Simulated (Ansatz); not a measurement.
# How well the gap of GeH6CBr3N (CH3NH3GeBr3) can be computed, part 2 of 2

Wanted: the gap of GeH6CBr3N (CH3NH3GeBr3) by functionals, hybrids and G0W0, carried to the basis limit, with what remains uncertain.

Ansatz 0.2.0; density functionals, hybrids, G0W0, plane waves, PAW. Known limits of the many-body steps: not at the basis limit; no spin-orbit coupling.

So far. Step 4 (HSE06): The gap stands +0.63 eV against PBEsol. Step 5 (Dielectric tensor): One over ε∞ averages 0.18, somewhat under the quarter of exact exchange in PBE0.

The structure was built from a prototype and need not be the compound's stable phase.

In doubt: masses and optical values from hybrid runs of this build are listed as unsure (step 8), which bears on the screening that GW takes from such a start; the program warns that the response may not be converged on this k-mesh (step 5), which bears on dielectric and field responses.

## 6. G0W0, 4×4×4 mesh, 182 empty bands, screening to 60 eV

G0W0 replaces the xc potential by the self-energy, built once from these orbitals. Only a window of levels is corrected, while the sums run over the empty bands that the input names.

This step: G0W0 on PBEsol, plane waves, PAW.

Contents of input.yaml:

```yaml
crystal:
  lattice:
    - [5.5491456038, 0.3690801251, 0.0019814122]
    - [0.3690801251, 5.6436113835, -0.0495487783]
    - [0.0019814122, -0.0495487783, 5.5496881284]
  atoms:
    - { symbol: C, position: [0.9285284086, 0.9118907512, 1.0034534507] }
    - { symbol: "N", position: [0.0831890171, 0.1048511975, -0.0030436593] }
    - { symbol: H, position: [1.0461709627, 0.7402467279, 1.005384829] }
    - { symbol: H, position: [0.1931807646, 1.0898222514, 0.8435747825] }
    - { symbol: H, position: [0.8127927411, -0.0781405628, 0.8427623118] }
    - { symbol: H, position: [-0.0230126089, 0.2699994338, -0.0052505469] }
    - { symbol: H, position: [0.8160787674, -0.0660614239, 0.1669512405] }
    - { symbol: H, position: [0.195510254, 1.1009130436, 0.1477181839] }
    - { symbol: Ge, position: [0.5126670865, 0.5108398649, 0.4790207983] }
    - { symbol: Br, position: [0.5190946355, 0.474484955, 0.0186309937] }
    - { symbol: Br, position: [0.4386024672, -0.0291984139, 0.4964633399] }
    - { symbol: Br, position: [-0.0332494532, 0.4695164188, 0.5040208673] }
kpoints:
  mp_grid: { grid: [4, 4, 4] }
hamiltonian:
  xc: pbesol
scf:
  occupations: { method: fixed }
gw:
  n_empty_bands: 182
  ecut_chi: 60
  qp_bands: [v4, c4]
  qp_kpoints: band_edges
  screening: { model: contour_deformation }
```

Command:

```sh
$ ansatz run input.yaml --threads 3 --pin off --max-ram 92160MiB --backend cuda --events-out ev --progress --plain --runs-dir out --devices 1 --max-vram 13GiB  # rebuilt from the run's record
```

Numbers of over 12 decimals in the logs are rounded to 6 here.

What it wrote:

```text
GPUs: using 1 of 1 available (devices: 1).
[...]
GPU FFT provider: cuFFT
GPU libraries: cuBLAS 13.8.2, cuFFT 12.4.0, cuSOLVER 12.3.4
Crystal: 12 atoms, lattice volume = 173.031 Å³
Basis set: ecut = 420 eV, 3387 PW (Γ)
Bands: 37, of which v1, the nominal top of the filled ones, is band 25 counted from 1 (24 counted from 0)
Symmetry: 1 space group operations
[...]
k-points: 36 of 64 (time reversal used)
[...]
0    29      8.3031    -6.3839    -4.1113   -11.1009  0.7515     8.9299     8.9087  root
[...]
35    26      4.6333    -8.6363    -3.2521   -12.5010  0.7681     5.2594     5.2460  root
    35    27      4.7745    -8.6204    -3.2867   -12.5234  0.7668     5.4046     5.3907  root
    35    28      5.0307    -8.3195    -3.3531   -12.2825  0.7669     5.6545     5.6406  root
    35    29      8.1259    -5.1474    -3.8778    -9.7802  0.7934     8.9065     8.8810  root
[key lines of the parts left out:]
SCF converged after 7 iterations
Free energy (F): -13187.330087 eV
Fermi energy:    3.597151 eV
```

The job ended after 34 s (1 × NVIDIA H100 80GB HBM3 (shared by 6 runs) with 3 threads of AMD EPYC 7R13 (Zen 3), shared host; peak memory 1.8 GiB).

This step gave:

- bands summed: 207
- RPA ε∞ on this mesh (eigenvalues): 6.182, 7.507, 8.137
- plane waves in the screening matrix: 181
- G0W0 gap on the mesh: 1.704 eV
- k of the valence top: -0.5, -0.5, -0.5
- k of the conduction bottom: -0.5, -0.5, -0.5
- starting gap on the mesh: 1.036 eV
- least direct G0W0 gap on the computed points: 1.704 eV

The gap on the mesh goes from 1.04 eV to 1.70 eV, a correction of +0.67 eV. Between the two edge states, bare exchange in place of the xc potential would open the gap by 4.94 eV, and correlation takes back 4.27 eV.

## 7. G0W0, 4×4×4 mesh, 721 empty bands, screening to 150 eV

Another rung: the empty bands reach about as high as the screening cutoff, so the two stay in balance.

Edit input.yaml of step 6 so:

```diff
@@ -25,4 +25,4 @@
 gw:
-  n_empty_bands: 182
-  ecut_chi: 60
+  n_empty_bands: 721
+  ecut_chi: 150.0
   qp_bands: [v4, c4]
```

What it wrote:

```text
GPUs: using 1 of 1 available (devices: 1).
[...]
GPU FFT provider: cuFFT
GPU libraries: cuBLAS 13.8.2, cuFFT 12.4.0, cuSOLVER 12.3.4
Crystal: 12 atoms, lattice volume = 173.031 Å³
Basis set: ecut = 420 eV, 3387 PW (Γ)
Bands: 37, of which v1, the nominal top of the filled ones, is band 25 counted from 1 (24 counted from 0)
Symmetry: 1 space group operations
[...]
k-points: 36 of 64 (time reversal used)
[...]
GPU buffer pool allocated for 64000 grid points (all kernels)
[...]
SCF iter   1: F=—  HF=-13187.333635 eV  |F-HF|=—  |Δ(HF+E_count)|=         —  Δρ=3.92e-3  dr2=2.05e-2  ethr=1.77e-3  ⟨swp⟩=5.8  Hψ=5152  notcnv=0  defer=358
[...]
SCF iter   7: F=-13187.330087 eV  HF=-13187.330087 eV  |F-HF|=7.48e-8  |Δ(HF+E_count)|=   8.49e-7  Δρ=5.85e-6  dr2=8.82e-8  ethr=2.00e-10  ⟨swp⟩=11.9  Hψ=7218  notcnv=0
SCF 1 converged in 7 iterations: F = -13187.330087 eV  dr2 = 8.82e-8
[...]
G₀W₀ screening: q 1/36
[... further progress lines ...]
SCF converged after 7 iterations
Free energy (F): -13187.330087 eV
[...]
Internal energy: -13187.330087 eV  (E = F + TS)
E sigma→0 (E₀):  -13187.330087 eV
Fermi energy:    3.597151 eV
[...]
--- Band table (eV; the first three rows and the last of 36) ---
  k-point 0: bands = [... 21 lower, 1.2009, 1.2364, 1.3346, 1.5756, 6.9143, 7.5589, 8.0719, 8.3031, ... 8 higher]
  k-point 1: bands = [... 21 lower, 1.0272, 1.1233, 1.5194, 1.5490, 7.1456, 7.4554, 7.5413, 8.3689, ... 8 higher]
  k-point 2: bands = [... 21 lower, 1.0359, 1.3479, 1.4887, 2.0166, 5.5438, 7.4172, 8.4372, 8.5364, ... 8 higher]
  k-point 35: bands = [... 21 lower, 1.4919, 1.7499, 1.7683, 3.5972, 4.6333, 4.7745, 5.0307, 8.1259, ... 8 higher]
[...]
`?` marks the rows in doubt; gw_qp.tsv's column doubts and the gw_qp event give each row's grounds
[...]
0    22      1.2009   -19.2916     2.6986   -15.4941  0.7285     0.0592     0.1018  root
     0    23      1.2364   -19.2304     2.6873   -15.5467  0.7272     0.1390     0.2400  root ?
     0    24      1.3346   -19.3861     2.6807   -15.7134  0.7271     0.2460     0.3426  root
     0    25      1.5756   -19.5903     2.5954   -15.9970  0.7328     0.4785     0.5778  root ?
     0    26      6.9143    -5.1512    -3.8214    -9.4438  0.7965     7.3930     7.3855  root
     0    27      7.5589    -7.8720    -4.4466   -12.7579  0.7373     8.0078     7.9983  root
     0    28      8.0719    -4.2045    -3.8550    -8.4628  0.7918     8.4808     8.4753  root
     0    29      8.3031    -6.3839    -4.3495   -11.1009  0.7491     8.6768     8.6705  root
     1    22      1.0272   -19.1321     2.7832   -15.3427  0.7254    -0.0913     0.0209  root ?
     1    23      1.1233   -19.1780     2.6865   -15.4853  0.7296     0.0068     0.1171  root ?
     1    24      1.5194   -19.3043     2.4964   -15.8308  0.7315     0.4582     0.5423  root
     1    25      1.5490   -19.2782     2.4863   -15.8165  0.7314     0.4908     0.5737  root
     1    26      7.1456    -9.1125    -4.3246   -13.8367  0.7240     7.5467     7.5452  root
     1    27      7.4554    -6.5588    -4.1062   -11.0759  0.7635     7.8719     7.8663  root
     1    28      7.5413    -7.2393    -4.2839   -12.0309  0.7570     8.0601     8.0490  root
     1    29      8.3689    -5.8526    -4.1758   -10.4573  0.7643     8.8053     8.7978  root
     2    22      1.0359   -19.4555     2.7544   -15.5875  0.7282    -0.1201    -0.0777  root
     2    23      1.3479   -19.4004     2.6607   -15.6162  0.7323     0.1839     0.2244  root
     2    24      1.4887   -19.4025     2.6268   -15.7753  0.7311     0.3860     0.4883  root ?
     2    25      2.0166   -18.5333     1.5100   -16.2789  0.7394     1.2447     1.2722  root
     2    26      5.5438    -9.1929    -3.8310   -13.3929  0.7550     5.9174     5.9127  root
     2    27      7.4172    -8.1354    -4.3872   -12.9244  0.7345     7.8267     7.8189  root
     2    28      8.4372    -7.1314    -4.3581   -12.0046  0.7538     8.9635     8.9524  root
     2    29      8.5364    -5.8501    -4.1407   -10.5677  0.7802     9.1265     9.1133  root
     9    22      0.9888   -19.0773     2.6845   -15.3138  0.7275    -0.1378    -0.0902  root ?
     9    23      1.0971   -18.9451     2.6828   -15.1858  0.7273    -0.0288     0.0207  root ?
     9    24      1.5509   -19.7123     2.5880   -16.0293  0.7350     0.4171     0.4559  root
     9    25      2.8149   -18.1396     1.0084   -16.4509  0.7489     2.1159     2.1345  root
     9    26      5.1897    -9.0851    -3.6962   -13.1289  0.7602     5.5411     5.5372  root
     9    27      5.3403    -8.9117    -3.7229   -12.9678  0.7579     5.6771     5.6735  root
     9    28      8.3584    -7.7922    -4.4606   -12.7989  0.7480     8.9161     8.9045  root
[...]
15    23      1.3149   -19.3012     2.6158   -15.6115  0.7304     0.1941     0.2411  root ?
    15    24      1.6350   -19.6043     2.5903   -16.0143  0.7336     0.5342     0.6352  root ?
[...]
16    24      1.6023   -19.5457     2.6031   -15.9418  0.7331     0.4990     0.6015  root ?
[...]
20    22      1.4155   -19.2801     2.6574   -15.6169  0.7312     0.3002     0.4096  root ?
    20    23      1.4627   -19.2792     2.6020   -15.6026  0.7313     0.3412     0.3882  root ?
[...]
31    23      1.4376   -19.3296     2.6342   -15.6190  0.7300     0.3141     0.3612  root ?
[...]
33    22      1.0171   -19.1364     2.7071   -15.4262  0.7289    -0.0929     0.0140  root ?
[...]
33    24      1.8382   -19.9025     2.5936   -16.3027  0.7357     0.7252     0.8320  root ?
[...]
34    23      1.4807   -19.3731     2.6102   -15.6842  0.7310     0.3571     0.4019  root ?
    34    24      1.8035   -19.8381     2.6028   -16.2293  0.7351     0.6905     0.7975  root ?
[...]
34    28      6.7057    -9.5292    -4.0765   -13.9726  0.7408     7.0763     7.0726  root
    34    29      8.2487    -5.7037    -4.1341   -10.4514  0.7863     8.8773     8.8623  root
    35    22      1.4919   -19.5981     2.6012   -15.8997  0.7339     0.3555     0.3946  root
    35    23      1.7499   -19.7185     2.5573   -16.0765  0.7343     0.6241     0.6652  root ?
    35    24      1.7683   -19.7686     2.6128   -16.1498  0.7344     0.6550     0.7623  root ?
    35    25      3.5972   -17.8651     0.4884   -16.7889  0.7556     2.9980     3.0094  root
    35    26      4.6333    -8.6363    -3.5420   -12.5010  0.7664     4.9591     4.9561  root
    35    27      4.7745    -8.6204    -3.5721   -12.5234  0.7651     5.1085     5.1053  root
    35    28      5.0307    -8.3195    -3.6274   -12.2825  0.7651     5.3697     5.3662  root
    35    29      8.1259    -5.1474    -4.0420    -9.7802  0.7911     8.7300     8.7168  root
```

Wall time 3.3 min (1 × NVIDIA H100 80GB HBM3 (shared by 6 runs) with 3 threads); peak memory 6.5 GiB.

This step gave:

| Quantity | Value |
| --- | --- |
| bands summed | 746 |
| RPA ε∞ on this mesh (eigenvalues) | 6.144, 7.467, 8.090 |
| plane waves in the screening matrix | 721 |
| q-points in the mesh | 64 |
| G0W0 gap on the mesh | 1.947 eV |
| k of the valence top | -0.5, -0.5, -0.5 |
| k of the conduction bottom | -0.5, -0.5, -0.5 |
| starting gap on the mesh | 1.036 eV |
| Z at the valence top | 0.7556 |
| Z at the conduction bottom | 0.7664 |
| least direct G0W0 gap on the computed points | 1.947 eV |

Against the run with 4×4×4 mesh, 182 empty bands, screening to 60 eV, the gap moves by +0.24 eV.

Limits: finite bands, cutoff and mesh; no spin-orbit coupling. v1 is the top filled band, c1 the lowest empty one. Levels before and after the correction, in eV, zero at the valence-band top of each column:

```csv
,conduction bottom,valence top
Kohn-Sham,1.04,0.00
G0W0,1.95,0.00
```

```csv
,level,occupation,energy (eV)
Kohn-Sham,(-0.5 -0.5 -0.5) v4,2,-2.105
Kohn-Sham,(-0.5 -0.5 -0.5) v3,2,-1.847
Kohn-Sham,(-0.5 -0.5 -0.5) v2,2,-1.829
Kohn-Sham,(-0.5 -0.5 -0.5) v1,2,0.000
Kohn-Sham,(-0.5 -0.5 -0.5) c1,0,1.036
Kohn-Sham,(-0.5 -0.5 -0.5) c2,0,1.177
Kohn-Sham,(-0.5 -0.5 -0.5) c3,0,1.434
Kohn-Sham,(-0.5 -0.5 -0.5) c4,0,4.529
G0W0,(-0.5 -0.5 -0.5) v4,2,-2.615
G0W0,(-0.5 -0.5 -0.5) v3,2,-2.344
G0W0,(-0.5 -0.5 -0.5) v2,2,-2.247
G0W0,(-0.5 -0.5 -0.5) v1,2,0.000
G0W0,(-0.5 -0.5 -0.5) c1,0,1.947
G0W0,(-0.5 -0.5 -0.5) c2,0,2.096
G0W0,(-0.5 -0.5 -0.5) c3,0,2.357
G0W0,(-0.5 -0.5 -0.5) c4,0,5.707
```

How the two edges are built up, in eV (the quasiparticle level is the starting level plus Σx plus Σc less Vxc):

```csv
run,edge,start,Σx,Σc,Vxc,Z,QP
207 bands,valence top,3.60,-17.87,1.02,-16.79,0.76,3.54
207 bands,conduction bottom,4.63,-8.64,-3.25,-12.50,0.77,5.25
746 bands,valence top,3.60,-17.87,0.49,-16.79,0.76,3.01
746 bands,conduction bottom,4.63,-8.64,-3.54,-12.50,0.77,4.96
```

## 8. G0W0@HSE06, 4×4×4 mesh, 335 empty bands, screening to 90 eV

The same correction from a different start measures what one shot leaves open. Bands and cutoff are not those of the step before, so part of the change comes from them.

This step: G0W0 on HSE06, plane waves, PAW.

Edit input.yaml of step 7 so:

```diff
@@ -21,3 +21,3 @@
 hamiltonian:
-  xc: pbesol
+  xc: hse06
 scf:
@@ -25,4 +25,4 @@
 gw:
-  n_empty_bands: 721
-  ecut_chi: 150.0
+  n_empty_bands: 335
+  ecut_chi: 90
   qp_bands: [v4, c4]
```

What it wrote:

```text
GPUs: using 1 of 1 available (devices: 1).
[...]
GPU FFT provider: cuFFT
GPU libraries: cuBLAS 13.8.2, cuFFT 12.4.0, cuSOLVER 12.3.4
Crystal: 12 atoms, lattice volume = 173.031 Å³
Basis set: ecut = 420 eV, 3387 PW (Γ)
Bands: 37, of which v1, the nominal top of the filled ones, is band 25 counted from 1 (24 counted from 0)
Symmetry: 1 space group operations
[...]
k-points: 36 of 64 (time reversal used)
[...]
0    28      8.6704    -3.9140    -3.4709    -7.5897  0.8275     8.8759     8.8752  root
     0    29      8.9151    -5.9065    -3.8687    -9.9878  0.7892     9.1284     9.1277  root
[...]
35    26      5.0461    -8.3742    -3.2794   -11.9683  0.8014     5.3624     5.3608  root
    35    27      5.1901    -8.2796    -3.2939   -11.8814  0.7999     5.4995     5.4980  root
    35    28      5.4665    -8.0279    -3.3271   -11.6518  0.8001     5.7649     5.7634  root
    35    29      8.7808    -4.9089    -3.6348    -8.9335  0.8251     9.1733     9.1706  root
[key lines of the parts left out:]
Free energy (F): -13386.395802 eV
Fermi energy:    3.376936 eV
```

Elapsed: 2.8 min, on 1 × NVIDIA H100 80GB HBM3 (shared by 6 runs) with 3 threads; peak memory 3.1 GiB.

This step gave:

```yaml
bands_summed: 360
rpa_eps_infinity_on_this_mesh_eigenvalues: 4.419, 4.950, 5.267
plane_waves_in_the_screening_matrix: 341
g0w0_gap_on_the_mesh: 2.232 eV
k_of_the_valence_top: -0.5, -0.5, -0.5
k_of_the_conduction_bottom: -0.5, -0.5, -0.5
starting_gap_on_the_mesh: 1.669 eV
least_direct_g0w0_gap_on_the_computed_points: 2.232 eV
```

Against the run with 4×4×4 mesh, 721 empty bands, screening to 150 eV on PBEsol, the gap moves by +0.29 eV, while the start moved by +0.63 eV.

## 9. The ladder

Times are wall times on 1 × NVIDIA H100 80GB HBM3 (shared by 6 runs) with 3 threads of AMD EPYC 7R13 (Zen 3), shared host, good to a factor of about two. G0W0 rows are gaps on the mesh, lowered by the amount that the mesh misses the start's edges, a rough step that assumes the same correction there.

```csv
level,gap (eV),least direct gap (eV),time
PBEsol,1.04,1.04,17 s
PBEsol+SOC,0.99,0.99,11 s
HSE06,1.67,1.67,37 s
G0W0@PBEsol (182 empty bands),1.70,-,34 s
G0W0@PBEsol (721 empty bands),1.95,-,3.3 min
G0W0@HSE06 (335 empty bands),2.23,-,2.8 min
```

## 10. Adding up the best estimate

```csv
term,eV,running total (eV)
"G0W0 on the mesh, top rung",1.947,1.947
"to the limit, by a line in one over the bands through the two top rungs",+0.093,2.040
"spin-orbit change, from PBEsol",−0.044,1.996
```

## 11. Outcome

```yaml
pbesol_gap: 1.04 eV, direct
hse06: 1.67 eV
g0w0_top_rung_on_the_mesh: 1.95 eV
best_estimate_g0w0_pbesol_with_spin_orbit_change: 2.00 eV
gw_settings_of_the_top_rung: 4×4×4 mesh, 721 empty bands, screening to 150 eV
known_limits: one-shot GW, static lattice; one k mesh, untested
```

The best estimate for G0W0@PBEsol is 2.00 eV, direct on the mesh, against 0.99 eV at the start (both with spin-orbit coupling). The limit rests on the two highest rungs, unchecked by another pair. Among the functionals HSE06 comes nearest: −0.37 eV from the estimate without its spin-orbit term (2.04 eV). The RPA ε∞ on the GW mesh averages 7.2 against 5.6 from perturbation theory, which takes a denser mesh of its own: the GW mesh overstates the screening, which tends to leave the correction low. All runs took 9.4 min, 71 % of it in G0W0.

[Paths, hosts, dates, memory and timing lines, banners, echoed tables and standing remarks are left out of the program output.]

[Logs are printed without paths, hosts, clocks, repeated set-up lines and the standing remarks that a program may print on its own settings, such as how far it seeks lower states.]

[Runs of the session that timed out or met a known fault of the program may be left out.]

[Cells called generated may have been cut or substituted from an entry of the Crystallography Open Database or the Materials Project.]

[Hosts, paths, dates, database ids (printed as entryN), source tags and the programs' standing remarks are cut or masked in the printed files.]
